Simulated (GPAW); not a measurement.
# Work function of 1T-VSeTe monolayer at several levels, part 3 of 3

Aim: the work function of both faces of 1T-VSeTe monolayer, and its spread over functionals and bases.

GPAW 26.7.0; GPAW, PAW setups; layer in a repeated cell with vacuum, relaxation of atoms and in-plane cell (the session's first sound run).

So far, upper work function (eV): step 3 (the slab's potential, PBE, GPAW) 5.03; step 5 (RPBE) 4.91; step 6 (revPBE) 4.92; step 7 (GPAW, PAW setups) 5.25; step 8 (LDA) 5.28.

### Step 9. Real-space grid: mode = "fd"

Level of this step: GPAW, PAW setups; slab in vacuum (GPAW).

A real-space grid is a second complete basis, so it checks the plane-wave result.

Contents of run.py:

```python
import json
import numpy as np
from ase import Atoms
from gpaw import GPAW

slab = Atoms(
    ['Te', 'V', 'Se'],
    positions=[
        [1.74436, 1.00711, 9.00000],
        [0.00000, -0.00000, 10.83149],
        [-0.00000, 2.01422, 12.29283]],
    cell=[[3.48872, -0.0, 0.0], [-1.74436, 3.02132, 0.0], [0.0, 0.0, 21.2928]],
    pbc=[True, True, False],
    magmoms=[0.0, 1.0, 0.0])

slab.calc = GPAW(mode='fd', h=0.18, xc='PBE', kpts={'size': (9, 9, 1), 'gamma': True},
                 occupations={'name': 'fermi-dirac', 'width': 0.05}, nbands='160%',
                 convergence={'density': 1e-05}, maxiter=200,
                 poissonsolver={'dipolelayer': 'xy'},
                 symmetry={'tolerance': 1e-3}, txt='slab.txt')
result = {}
energy = slab.get_potential_energy()
fermi = slab.calc.get_fermi_level()
v = slab.calc.get_electrostatic_potential().mean((0, 1)) - fermi
n = slab.calc.get_pseudo_density().mean((0, 1))
L = slab.cell[2, 2]
z = np.arange(len(v)) * L / len(v)
low, high = slab.positions[:, 2].min(), slab.positions[:, 2].max()
below, above = np.interp([low - 6.8, high + 6.8], z, v)
slopes = [np.interp(x, z, np.gradient(v, z)) for x in (low - 6.8, high + 6.8)]
eps = np.array([[slab.calc.get_eigenvalues(k, s) for k in range(len(slab.calc.get_ibz_k_points()))]
                for s in range(slab.calc.get_number_of_spins())]) - fermi
top, bottom = eps[eps < 0].max(), eps[eps > 0].min()
dipole = slab.get_dipole_moment()[2]
print(f'energy {energy:.4f} eV, Fermi level {fermi:.4f} eV, dipole {dipole:.5f} e A')
print(f'potential 6.8 A off the faces, from the Fermi level: lower {below:.4f} eV, upper {above:.4f} eV')
print(f'slope of the potential there: lower {slopes[0]:.5f}, upper {slopes[1]:.5f} eV/A')
print(f'nearest levels on the mesh: {top:.4f} and {bottom:.4f} eV')
print('magnetic moment', round(slab.get_magnetic_moment(), 3))
result.update(energy=energy, fermi=fermi, dipole=dipole, below=below, above=above, slopes=slopes, edges=[top, bottom],
              z=z.tolist(), v=v.tolist(), n=n.tolist(), positions=slab.positions.tolist(),
              forces=slab.get_forces(apply_constraint=False).tolist(), moments=slab.get_magnetic_moments().tolist())
json.dump(result, open('result.json', 'w'))
```

Run with:

```console
> OMP_NUM_THREADS=1 OPENBLAS_NUM_THREADS=1 python run.py
```

The program printed:

```text
energy -16.6923 eV, Fermi level -4.7654 eV, dipole -0.03069 e A
potential 6.8 A off the faces, from the Fermi level: lower 4.5019 eV, upper 5.0289 eV
slope of the potential there: lower -0.00000, upper 0.00000 eV/A
nearest levels on the mesh: -0.0331 and 0.0411 eV
magnetic moment 0.911
```

The job ended after 2.4 min (1 thread of Arm Neoverse V1, shared host; peak memory 0.52 GiB).

Numbers from this step:

```yaml
dipole_along_the_normal: -0.03069 e·Å
levels_nearest_the_fermi_level_on_the_mesh: -0.03314, 0.04108 eV from the Fermi level
upper_work_function: 5.029 eV
lower_work_function: 4.502 eV
site_moments: -0.06572, 0.9186, -0.03054 μB
sum_of_the_site_moments: 0.8224 μB
```

The upper face's work function is 5.029 eV, against 5.029 eV in the first plane-wave PBE run at this geometry.

### Step 10. Atomic orbitals: mode = "lcao"

Atom-centred orbitals end a few angstrom from the surface, which tests how much the density's tail matters.

Edit run.py of step 9 so:

```diff
@@ -15,4 +15,4 @@
 
-slab.calc = GPAW(mode='fd', h=0.18, xc='PBE', kpts={'size': (9, 9, 1), 'gamma': True},
-                 occupations={'name': 'fermi-dirac', 'width': 0.05}, nbands='160%',
+slab.calc = GPAW(mode='lcao', basis='dzp', h=0.18, xc='PBE', kpts={'size': (9, 9, 1), 'gamma': True},
+                 occupations={'name': 'fermi-dirac', 'width': 0.05}, nbands='120%',
                  convergence={'density': 1e-05}, maxiter=200,
```

The program printed:

```text
energy -15.8474 eV, Fermi level -4.6427 eV, dipole -0.03402 e A
potential 6.8 A off the faces, from the Fermi level: lower 4.3507 eV, upper 4.9347 eV
slope of the potential there: lower 0.00000, upper 0.00000 eV/A
nearest levels on the mesh: -0.0881 and 0.0198 eV
magnetic moment 0.962
```

Run time: 2 min. Hardware: 1 thread; peak memory 0.29 GiB.

This step gave:

```yaml
dipole_along_the_normal: -0.03402 e·Å
levels_nearest_the_fermi_level_on_the_mesh: -0.08812, 0.01978 eV from the Fermi level
upper_work_function: 4.935 eV
lower_work_function: 4.351 eV
site_moments: -0.07493, 0.9856, -0.03540 μB
sum_of_the_site_moments: 0.8753 μB
```

The upper face's work function is 4.935 eV, against 5.029 eV in the first plane-wave PBE run at this geometry.

### Step 11. The ladder

Times are for 1 thread of Arm Neoverse V1, shared host. The runs compared:

```
no.         run  upper work function (eV)  lower work function (eV)     time  memory (GiB)
  1          pw                     5.029                     4.499     67 s          0.25
  2     vdW DF2                     5.361                     4.821     90 s          0.42
  3        RPBE                     4.911                     4.370     68 s          0.25
  4      revPBE                     4.917                     4.382     67 s          0.25
  5  optPBE vdW                     5.250                     4.713     87 s          0.42
  6         LDA                     5.285                     4.776     60 s          0.24
  7          fd                     5.029                     4.502  2.4 min          0.52
  8        lcao                     4.935                     4.351    2 min          0.29
```

### Step 12. Side by side

Results and costs are gathered.

This step: comparison of work functions, dipole and cost (GPAW 26.7.0).

Ladder, by row:

```
      step  code  work function, upper (eV)  work function, lower (eV)  dipole (e Å)  wall time (s)  peak memory (GiB)  threads
        pw  GPAW                      5.029                      4.499      -0.03104          67.21               0.25        1
   vdW-DF2  GPAW                      5.361                      4.821      -0.03166          90.24               0.42        1
      RPBE  GPAW                      4.911                       4.37       -0.0317          67.92               0.25        1
    revPBE  GPAW                      4.917                      4.382      -0.03137          67.22               0.25        1
optPBE-vdW  GPAW                       5.25                      4.713      -0.03148          86.87               0.42        1
       LDA  GPAW                      5.285                      4.776      -0.02986          60.24               0.24        1
        fd  GPAW                      5.029                      4.502      -0.03069          142.2               0.52        1
      lcao  GPAW                      4.935                      4.351      -0.03402          121.6               0.29        1
```

### Step 13. Outcome

```
work function, upper and lower face : 5.029 and 4.499 eV
dipole along the normal             : -0.0310 e Å
```

With plane waves and PBE the work function is 5.03 eV on the upper face and 4.50 eV on the lower. The two faces differ by 0.53 eV, the step that the slab's dipole makes (e p/(ε0 A) gives 0.53 eV), so the dipole layer is needed. Over the sound runs of the table the upper face's work function spans 4.911 (RPBE) to 5.361 eV (vdW-DF2). The relaxation of atoms and cell ran in a fully periodic cell without the dipole layer, so the atoms of this polar layer felt a small spurious field. One magnetic start was tried; another order may lie lower. The layer's cell and atoms come from the relaxation; spin-orbit coupling and temperature are left out.

[Logs are printed without paths, hosts, clocks, repeated set-up lines and the standing remarks that a program may print on its own settings, such as how far it seeks lower states.]

[Hosts, paths, dates, database ids (printed as entryN), source tags and the programs' standing remarks are cut or masked in the printed files.]
